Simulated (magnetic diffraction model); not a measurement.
# HoCoB: the ordered moment from one line

Space group P4_2/mmc (no. 131), a = 3.5590 Å, c = 6.7220 Å.

```
site  atom    x    y    z
  2e    Ho    0    0  1/4
  2b    Co  1/2  1/2  1/2
  2c     B    0  1/2    0
```

The compound is invented for this exercise: a known structure type with other elements, its cell scaled to their sizes and not relaxed.

Only Ho and Co are taken to order (form factors of Ho3+ and Co2+); orders and moment sizes are assumed, and not adapted to the symmetry. Radiation: neutrons of λ = 2.0775 Å (absorption by B left out), 1.5° to 80°; isotropic B of 0.28 Å² (Ho), 0.44 Å² (Co) and 0.55 Å² (B). Simulated constant-wavelength pattern: nuclear and magnetic terms add, the magnetic one as |2.695 fm × Σ f S⊥ exp(2πi Q·r) exp(−B s²)|², summed over all Q at one angle with the factor 1/(sin²θ cos θ). For a modulated order the moment at position r is S exp(−2πi k·r) + c.c., with S = m/2 for a sine wave of amplitude m and S = m(u + iv)/2 for moments turning in a plane, u and v being orthogonal unit vectors in it; the phase factor of the sum at Q = H + k is then exp(2πi H·r). Free-ion form factors, Sears's scattering lengths of 1992, no absorption; a label names one of the reflections at its angle. The strongest nuclear line in the range is 100, and lines under 0.2 are left out.

In a first state the assumed order is k = (0 1/5 0), a sine wave with moments along [100] (amplitudes given), 8.1 μB on Ho and 1.58 μB on Co; signs + at (0, 0, 1/4), + at (0, 0, 3/4), − at (1/2, 1/2, 1/2), − at (1/2, 1/2, 0), with this pattern:

| 2θ (°) | index | nuclear | magnetic |
| --- | --- | --- | --- |
| 6.69 | (0 1/5 0) | 0.0 | 860.5 |
| 27.01 | (0 4/5 0) | 0.0 | 107.3 |
| 33.94 | (1 0 0) | 28.3 | 0.0 |
| 34.63 | (1 1/5 0) | 0.0 | 4.8 |
| 36.66 | (0 1/5 2) | 0.0 | 109.4 |
| 38.57 | (1 0 1) | 40.4 | 0.0 |
| 41.00 | (0 6/5 0) | 0.0 | 42.4 |
| 43.90 | (1 4/5 0) | 0.0 | 14.4 |
| 45.58 | (0 4/5 2) | 0.0 | 34.0 |
| 48.76 | (1 1 0) | 13.2 | 0.0 |
| 50.31 | (1 0 2) | 100.0 | 0.0 |
| 50.82 | (1 1/5 2) | 0.0 | 28.9 |
| 54.25 | (1 6/5 0) | 0.0 | 13.8 |
| 55.69 | (0 6/5 2) | 0.0 | 22.1 |
| 58.02 | (1 4/5 2) | 0.0 | 47.4 |
| 62.08 | (1 1 2) | 74.8 | 0.0 |
(The table stops after 16 lines; 10 more lie at higher angle.)

**Question.** Nearer the ordering temperature the line at 6.69° has total intensity 420.9 on the same scale, and all moments have shrunk alike. How large is the Ho moment?

The nuclear part, 0.0, stays, so the magnetic part is 420.9 against 860.5. It goes as m², so m = 8.1 × √(420.9/860.5) = 5.66 μB; the value used was 5.67 μB.

[Logs are printed without paths, hosts, clocks, repeated set-up lines and the standing remarks that a program may print on its own settings, such as how far it seeks lower states.]
